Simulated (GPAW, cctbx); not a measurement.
# How far are the atoms of Na2Ir from free atoms?

Question: by how much does bonding change the X-ray structure factors of Na2Ir, how firmly does DFT give the change, and what does a routine refinement make of it?

The start was made by putting kin elements into a known structure type; the compound need not exist, or be stable, in this form. All numbers below are calculated.

## 1. Find the equilibrium geometry

The density hangs on the geometry, so cell and atoms are relaxed first, with the symmetry held. The cutoff is set higher than for the density because stress converges slowly with plane waves.

Settings: GPAW 26.7.0, PBE, 570 eV, 5×5×5 k-points, Fermi–Dirac width 0.1 eV, BFGS to 0.03 eV/Å.

```text
cell
1.0
     0.000000000    3.122000000    3.122000000
     3.122000000    0.000000000    3.122000000
     3.122000000    3.122000000    0.000000000
Ir Na
1 2
Direct
0.000000000 0.000000000 0.000000000
0.250000000 0.250000000 0.250000000
0.750000000 0.750000000 0.750000000
```

```console
$ OMP_NUM_THREADS=1 mpirun -n 4 gpaw python run.py > gpaw.log
```

```text
BFGS:    0       -8.313708        1.584467
BFGS:    1       -8.416620        1.432684
BFGS:    2       -8.860176        0.565604
BFGS:    3       -8.961487        0.126410
BFGS:    4       -8.968121        0.016701
cell  4.8773 4.8773 4.8773  60.00 60.00 60.00
volume 82.040 A^3, largest force 0.000 eV/A, largest stress 0.10 GPa
```

The cell moved far, while the k-mesh and basis were chosen for the start, so the final shape may be somewhat biased.

After 4 steps the volume has changed by +34.8 % and the energy by -0.654 eV; the largest stress left is 0.10 GPa. It took 20 s on 4 cores of Intel(R) Xeon(R) Platinum 8488C (Sapphire Rapids) (shared host), peak memory 0.77 GiB.

Relaxed structure: Fm-3m (no. 225), a = 6.8976 Å, b = 6.8976 Å, c = 6.8976 Å, α = 90.00°, β = 90.00°, γ = 90.00°.

```csv
atom,mult.,x,y,z
Ir1,4,0,0,0
Na1,8,1/4,3/4,3/4
```

## 2. Density and charge transfer

X-rays see the whole electron density, so the PAW density is rebuilt with its core regions. Subtracting spherical free atoms from the same code cancels the cores and leaves the deformation density Δρ, the part due to bonding.

Settings: PBE, 450 eV, 6×6×6 k-points, Fermi–Dirac width 0.1 eV; primitive cell of 3 atoms.

```console
$ OMP_NUM_THREADS=1 mpirun -n 4 gpaw python run.py > gpaw.log
```

```text
|iter:   1|       0s |   -9.523825 | -0.24 |       |
|iter:   2|       0s |   -9.265399 | -2.10 | -1.23 |
|iter:   3|       1s |   -8.813747 | -1.25 | -1.30 |
...
|iter:   8|       2s |   -8.817680c| -5.58 | -3.48 |
|iter:   9|       2s |   -8.817684c| -7.02 | -4.35c|
|iter:  10|       2s |   -8.817684c| -7.52c| -5.08c|
```

```text
grid (48, 48, 48)  electrons 99.000  moved by bonding 0.483 e
deformation density beyond 0.5 A of the nuclei: max 0.122, min -0.043 e/A^3
atom        x       y       z   Voronoi charge  moment
Ir1    0.0000  0.0000  0.0000     -0.410       0.00
Na2    0.2500  0.2500  0.2500      0.205       0.00
Na3    0.7500  0.7500  0.7500      0.205       0.00
mean inner potential of superposed free atoms 12.229 V
total magnetic moment 0.000 muB
```

Deformation density in a plane through the shortest contact of the Ir atom at the origin, in 0.01 e/Å³ (clipped at ±99); x from -1.6 to 4.6 Å, y from 2.4 down to -2.4 Å:

```text
 -1  -1  -1  -1  -1  -1  -1  -1  -1  -1  -1  -1  -1  -1  -2  -1
 -1  -1  -1  -1   0   0  -1  -1  -1  -1  -1  -1  -1  -1  -1  -1
 -1   0   0   1   1   0   0   0  -1  -1  -1  -1  -1  -1  -1  -1
  0   1   2   3   2   1   0   0   0  -1  -1  -1  -1  -1  -1  -1
  0   2   3   8   8   2   1   1   0  -1  -2  -1  -1  -1  -1  -1
  1   2   7   6   .   3   4   2   0  -1  -1   .  -1  -2  -1  -1
  1   3  11   .   .   0   8   2   1  -1  -1   .   .  -1  -2  -1
  1   2   6  -2   .   9   5   2   0  -1  -1   .  -1  -1  -1  -1
  0   1   1   3   9   6   2   1   0  -1  -1  -1  -1  -1   0  -1
  0   0   1   1   2   3   1   1   0  -1  -1   0   1   1   1   0
 -1   0   0   1   1   1   0   0  -1  -1   0   1   2   3   2   1
 -1  -1  -1   0   0  -1  -1  -1  -1   0   1   2   4   9   6   1
 -1  -1  -1  -1  -1  -1  -1  -1  -1   0   1   3   9   0  -7   7
```

Atoms in or within 0.15 Å of the plane: Ir (0.0, 0.0), Na (3.0, 0.0) Å. Dots mark points within about 0.45 Å of a nucleus; large values next to them are atomic features.

Ir gains most (-0.41 e) and Na loses most (+0.20 e), as electronegativity suggests. Along the shortest contact from the Ir atom at the map's origin, Ir–Na at 2.99 Å, Δρ is +0.01 e/Å³ at the midpoint and highest, +0.12, 0.67 Å from Ir (points within 0.5 Å of a nucleus left out): little piles up between the atoms. Point values carry grid noise of about 0.01 e/Å³. The run needed 10 iterations, 7.5 s.

## 3. Structure factors

The Fourier components of Δρ, added to those of the free atoms, give the static X-ray structure factors; the Mott–Bethe relation turns them into the Fourier components V of the potential that fast electrons feel.

```text
static structure factors of the conventional cell: F in electrons, V (Mott-Bethe) in volts
   h  k  l      d  |F| table  |F| free   |F| DFT   change   |V| free  |V| DFT  change %
   1  1  1  3.9823   283.980   283.980   285.344    1.364     5.320    5.018     -5.7
   0  2  0  3.4488   205.267   205.219   206.223    1.004     2.456    2.289     -6.8
   0  2  2  2.4387   325.363   324.804   324.934    0.130     5.914    5.903     -0.2
   1  3  1  2.0797   248.386   248.068   247.971   -0.097     3.620    3.626      0.2
   2  2  2  1.9912   184.332   184.344   184.328   -0.016     1.974    1.975      0.0
   0  4  0  1.7244   290.156   289.583   289.439   -0.144     4.420    4.426      0.1
   1  3  3  1.5824   226.670   226.439   226.400   -0.039     2.853    2.854      0.0
   0  4  2  1.5424   172.236   172.281   172.055   -0.225     1.586    1.593      0.5
   2  4  2  1.4080   264.924   264.521   264.497   -0.025     3.640    3.641      0.0
   3  3  3  1.3274   210.821   210.659   210.608   -0.051     2.396    2.397      0.1
   1  5  1  1.3274   210.821   210.659   210.426   -0.233     2.396    2.401      0.2
   0  4  4  1.2193   245.406   245.126   245.049   -0.077     3.133    3.135      0.1
   1  5  3  1.1659   198.328   198.200   198.052   -0.148     2.085    2.087      0.1
   0  6  0  1.1496   156.734   156.716   156.403   -0.313     1.168    1.174      0.5
```

The largest X-ray change is +1.36 e on 111, 0.5 % of |F|. For electrons V goes as (Z − F)/g², so a change of F counts against Z − F, which is small at low angle and wherever the atoms' terms cancel: |V| of 020 moves by -6.8 % (2.46 to 2.29 V) against +0.5 % in |F|. The last three rows change by 0.31 e or less, against 1.36 e at the top: the effect is concentrated at low angle. The tabulated Hartree–Fock atoms differ from the free DFT atoms by up to 0.57 e, so the choice of reference atom matters too.

## 4. Which functional?

The same geometry is run with other functionals, to see whether the bonding signal is larger than the spread between approximations. Free atoms are LDA for LDA and PBE otherwise; meta-GGAs and hybrids keep PBE cores. Any other changed setting is in the row's label.

| run | ΔF 111 (e) | ΔF 020 (e) | ΔF 151 (e) | q(Ir) (e) | moved (e) | time |
| --- | --- | --- | --- | --- | --- | --- |
| PBE | +1.364 | +1.004 | -0.233 | -0.410 | 0.483 | 7.5 s |
| LDA | +1.317 | +0.968 | -0.229 | -0.393 | 0.465 | 7.1 s |
| SCAN | +1.547 | +1.120 | -0.269 | -0.499 | 0.603 | 14 s |

At the base's settings ΔF(111) spans +1.317 to +1.547 e, a spread of 17 % of the PBE value; over the three listed reflections the spread is at most 17 %, so sign and size hold across the functionals. Times are from shared hosts.

## 5. What a spherical-atom refinement makes of it

Routine crystallography fits spherical atoms. To see the bias, intensities are simulated from tabulated atoms plus the DFT change ΔF, so that bonding alone can misfit (5328 reflections of the full sphere, merged to the counts below, to 0.4 Å, 1.5 % proportional noise plus counting noise, assumed isotropic U as listed, Δρ smeared by the mean U) and refined with cctbx over different ranges.

```csv
range,data,R1,GooF,U Ir1 (true 0.0049),U Na1 (true 0.0096),largest shift (Å),"Δρ max, min (e/Å³)"
all data,175,0.0018,1.00,0.0049,0.0095,0.0000,"0.18, -0.18"
"low resolution, d > 0.84",27,0.0017,1.04,0.0049,0.0095,0.0000,"0.10, -0.16"
"high order, d < 0.75",137,0.0019,1.01,0.0049,0.0096,0.0000,"0.21, -0.16"
"occupancies free, d > 0.7",41,0.0016,0.97,0.0049,0.0093,0.0000,"0.09, -0.22"
```

With all data GooF is 1.00, so at this noise the bonding hardly shows; the top residual peak, near noise level, lies 0.77 Å from Na and 2.82 Å from Ir. No U is off by more than 3 s.u. at low resolution. Symmetry fixes every coordinate, so the shifts are zero by construction. With Ir1 held at 1 and the scale free, the other occupancies refine to Na1 0.996(0.004), within three s.u. of full.

## 6. Answer

Bonding moves 0.48 e in the primitive cell of Na2Ir and changes the structure factors of the conventional cell in the table above by at most 1.36 e (111, 0.5 %), and among reflections above 2 % of the strongest by up to 0.5 % (020). The shortest bond, Ir–Na, has Δρ = +0.01 e/Å³ at its midpoint. At the base's settings ΔF(111) spans +1.317 to +1.547 e, a spread of 17 % of the PBE value; over the three listed reflections the spread is at most 17 %, so sign and size hold across the functionals. With all data GooF is 1.00, so at this noise the bonding hardly shows. Limits: static density, frozen cores, no spin–orbit coupling.

[Outputs are excerpts: Python notices, other lines and further rows are left out; steps that failed or that the build refused (PBEsol, TPSS) are not shown.]

[Logs are printed without paths, hosts, clocks, repeated set-up lines and the standing remarks that a program may print on its own settings, such as how far it seeks lower states.]
